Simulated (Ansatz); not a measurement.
# Changed inputs in constrained RPA: KCrF3 (cubic perovskite) (Pm-3m), part 2 of 2

Wanted: the sensitivity and cost of U and J for KCrF3 (cubic perovskite) (Pm-3m).

Ansatz 0.2.0; constrained RPA on LDA, plane waves, PAW.

So far. Step 5 (Changed: accuracy low): On the Cr t2g shell, screening brings the on-site interaction from 18.9 eV down to U = 6.63 eV. Step 6 (Changed: smooth pair densities): On the Cr t2g shell, screening brings the on-site interaction from 18.9 eV down to U = 6.67 eV.

The structure was built from a prototype and need not be the compound's stable phase.

## 8. Changed: volume +3 %

The cell differs from the one that the last finished run ended in (a 3.901 → 3.940 Å, b 3.901 → 3.940 Å, c 3.901 → 3.940 Å).

input.yaml

```yaml
crystal:
  lattice:
    - [0.0, -3.9395110951, 0.0]
    - [0.0, 0.0, 3.9395110951]
    - [-3.9395110951, 0.0, 0.0]
  atoms:
    - { symbol: K, position: [0.0, 0.0, 0.0] }
    - { symbol: Cr, position: [0.5, 0.5, 0.5] }
    - { symbol: F, position: [0.5, 0.5, 0.0] }
    - { symbol: F, position: [0.5, 0.0, 0.5] }
    - { symbol: F, position: [0.0, 0.5, 0.5] }
kpoints:
  mp_grid: { grid: [8, 8, 8] }
hamiltonian:
  xc: lda
scf:
  occupations: { method: gaussian, width: 0.08 }
  n_extra_bands: 19
  max_iter: 150
  lower_state_search: "off"
output:
  crpa:
    kmesh: [4, 4, 4]
    target_bands: [v2, c1]
    projections: [{ species: Cr, l: d, shell: 3, orbitals: [dxz, dyz, dxy] }]
  local_orbitals:
    kmesh: [8, 8, 8]
    orbitals: [{ species: Cr, l: d, shell: 3, orbitals: [dxz, dyz, dxy] }]
    window: { bands: [v2, c1] }
    seedname: lo
```

Command:

```sh
ansatz run input.yaml --threads 4 --pin off --max-ram 9216MiB --backend cpu --events-out ev --progress --plain --runs-dir out
```

Numbers of over 12 decimals in the logs are rounded to 6 here.

Log:

```text
[...]
Crystal: 5 atoms, lattice volume = 61.140 Å³
Basis set: ecut = 420 eV, 1213 PW (Γ)
Bands: 41, of which v1, the nominal top of the filled ones, is band 22 counted from 1 (21 counted from 0)
Symmetry: 48 space group operations
[...]
k-points: 35 of 512
[...]
k-point 34: bands = [... 18 lower, 3.8048, 3.8048, 10.8102, 10.8102, 10.8102, 12.9867, 12.9867, 14.6827, ... 15 higher]
[...]
χ-basis size per q: N_G = 208..251
[...]
Site 1, 3D, 3 of 5 d orbitals (Wannier functions 1, 2, 3; wannier90's mr 2, 3, 5):
      screened: U = 6.6374 eV, U' = 5.5516 eV, J = 0.5040 eV
      screened, to within: U = 5.0e-3 eV, U' = 5.0e-3 eV, J = 7.0e-4 eV
      bare: V = 18.9771 eV, V' = 17.5818 eV, J = 0.6925 eV
[...]
[key lines of the parts left out:]
SCF converged after 8 iterations
Free energy (F): -7202.949463 eV
Fermi energy:    10.351297 eV
```

Wall time 34 s (4 threads of Arm Neoverse V2, shared host); peak memory 0.52 GiB; 2.1 min of CPU time.

Numbers from this step:

```yaml
u: 6.637 eV
u_prime_inter_orbital: 5.552 eV
j: 0.5040 eV
bare_v: 18.98 eV
bare_j: 0.6925 eV
stated_bound_on_u: 0.004992 eV
u_over_bare_v: 0.3498
electrons_in_the_window: 4.000
head_of_the_constrained_inverse_dielectric_matrix: 0.3576
least_eigenvalue_of_the_projection_s_overlap: 0.8261
target_functions: 3
bands_in_the_sums: 46
r_m_s_miss_of_the_model_bands: 6.06e-5 eV
width_of_the_target_bands: 1.402 eV
weight_of_the_projected_orbitals_in_the_window: 0.9089
```

On the Cr t2g shell, screening brings the on-site interaction from 19.0 eV down to U = 6.64 eV.

## 9. Changed: volume -3 %

The cell differs from the one that the last finished run ended in (a 3.940 → 3.861 Å, b 3.940 → 3.861 Å, c 3.940 → 3.861 Å).

input.yaml, as its differences from that of step 8:

```diff
@@ -2,5 +2,5 @@
   lattice:
-    - [0.0, -3.9395110951, 0.0]
-    - [0.0, 0.0, 3.9395110951]
-    - [-3.9395110951, 0.0, 0.0]
+    - [0.0, -3.8614803675, 0.0]
+    - [0.0, 0.0, 3.8614803675]
+    - [-3.8614803675, 0.0, 0.0]
   atoms:
```

Log:

```text
[...]
Crystal: 5 atoms, lattice volume = 57.579 Å³
Basis set: ecut = 420 eV, 1141 PW (Γ)
Bands: 41, of which v1, the nominal top of the filled ones, is band 22 counted from 1 (21 counted from 0)
Symmetry: 48 space group operations
[...]
k-points: 35 of 512
[...]
k-point 34: bands = [... 18 lower, 4.4954, 4.4954, 11.8598, 11.8598, 11.8598, 14.2629, 14.2629, 15.6165, ... 15 higher]
[...]
χ-basis size per q: N_G = 196..216
[...]
Site 1, 3D, 3 of 5 d orbitals (Wannier functions 1, 2, 3; wannier90's mr 2, 3, 5):
      screened: U = 6.6210 eV, U' = 5.5442 eV, J = 0.5038 eV
      screened, to within: U = 5.1e-3 eV, U' = 5.1e-3 eV, J = 6.8e-4 eV
      bare: V = 18.8862 eV, V' = 17.5000 eV, J = 0.6876 eV
[...]
[key lines of the parts left out:]
SCF converged after 8 iterations
Free energy (F): -7202.945639 eV
Fermi energy:    11.346187 eV
```

Elapsed: 35 s, on 4 threads; peak memory 0.51 GiB; 2.2 min of CPU time.

Numbers from this step:

```
U                                                 : 6.621 eV
U prime (inter-orbital)                           : 5.544 eV
J                                                 : 0.5038 eV
bare V                                            : 18.89 eV
bare J                                            : 0.6876 eV
stated bound on U                                 : 0.005092 eV
U over bare V                                     : 0.3506
electrons in the window                           : 4.000
head of the constrained inverse dielectric matrix : 0.3574
least eigenvalue of the projection's overlap      : 0.8127
target functions                                  : 3
bands in the sums                                 : 46
r.m.s. miss of the model bands                    : 4.74e-5 eV
width of the target bands                         : 1.587 eV
weight of the projected orbitals in the window    : 0.9031
```

On the Cr t2g shell, screening brings the on-site interaction from 18.9 eV down to U = 6.62 eV.

## 10. Side by side

Times are wall times on 4 threads of Arm Neoverse V2, shared host, good to a factor of about two.

| run | bare V (eV) | U (eV) | J (eV) | bound on U (eV) | width (eV) | time |
| --- | --- | --- | --- | --- | --- | --- |
| target window | 18.93 | 6.632 | 0.504 | 0.0050 | 1.49 | 30 s |
| 6×6×6 mesh | 18.92 | 6.629 | 0.504 | 0.0050 | 1.49 | 3 min |
| 2×2×2 mesh | 19.17 | 7.068 | 0.504 | 0.0059 | 1.49 | 5.9 s |
| accuracy low | 18.93 | 6.629 | 0.505 | 0.0548 | 1.49 | 19 s |
| smooth pair densities | 18.93 | 6.671 | 0.523 | 0.0017 | 1.49 | 28 s |
| volume +3 % | 18.98 | 6.637 | 0.504 | 0.0050 | 1.40 | 34 s |
| volume -3 % | 18.89 | 6.621 | 0.504 | 0.0051 | 1.59 | 35 s |

## 11. What came out

| Quantity | Value |
| --- | --- |
| target window | U 6.63 eV, J 0.50 eV |
| 6×6×6 mesh | U 6.63 eV, J 0.50 eV |
| 2×2×2 mesh | U 7.07 eV, J 0.50 eV |
| accuracy low | U 6.63 eV, J 0.51 eV |
| smooth pair densities | U 6.67 eV, J 0.52 eV |
| volume +3 % | U 6.64 eV, J 0.50 eV |
| volume -3 % | U 6.62 eV, J 0.50 eV |

6×6×6 mesh moves U by −0.003 eV (within the solver's bounds, for the mean over orbitals) at 6.1 times the time. 2×2×2 mesh moves U by +0.44 eV at 0.20 times the time. Accuracy low moves U by −0.004 eV (within the solver's bounds, for the mean over orbitals). Smooth pair densities moves U by +0.04 eV. Volume +3 % moves U by +0.005 eV (within the solver's bounds, for the mean over orbitals). Volume -3 % moves U by −0.01 eV. The printed bound covers the solver alone, not the mesh. The parent state is non-magnetic and the interaction static (zero frequency); U depends on the window and the orbitals, so it belongs to this model alone. A model of the t2g bands alone assumes low spin; where the ion is high-spin, as for many Cr, Mn, Fe and Co compounds, the eg bands are needed too.

[Paths, hosts, dates, memory and timing lines, banners, echoed tables and standing remarks are left out of the program output.]

[Logs are printed without paths, hosts, clocks, repeated set-up lines and the standing remarks that a program may print on its own settings, such as how far it seeks lower states.]

[Runs of the session that timed out or met a known fault of the program may be left out.]

[Hosts, paths, dates, database ids (printed as entryN), source tags and the programs' standing remarks are cut or masked in the printed files.]
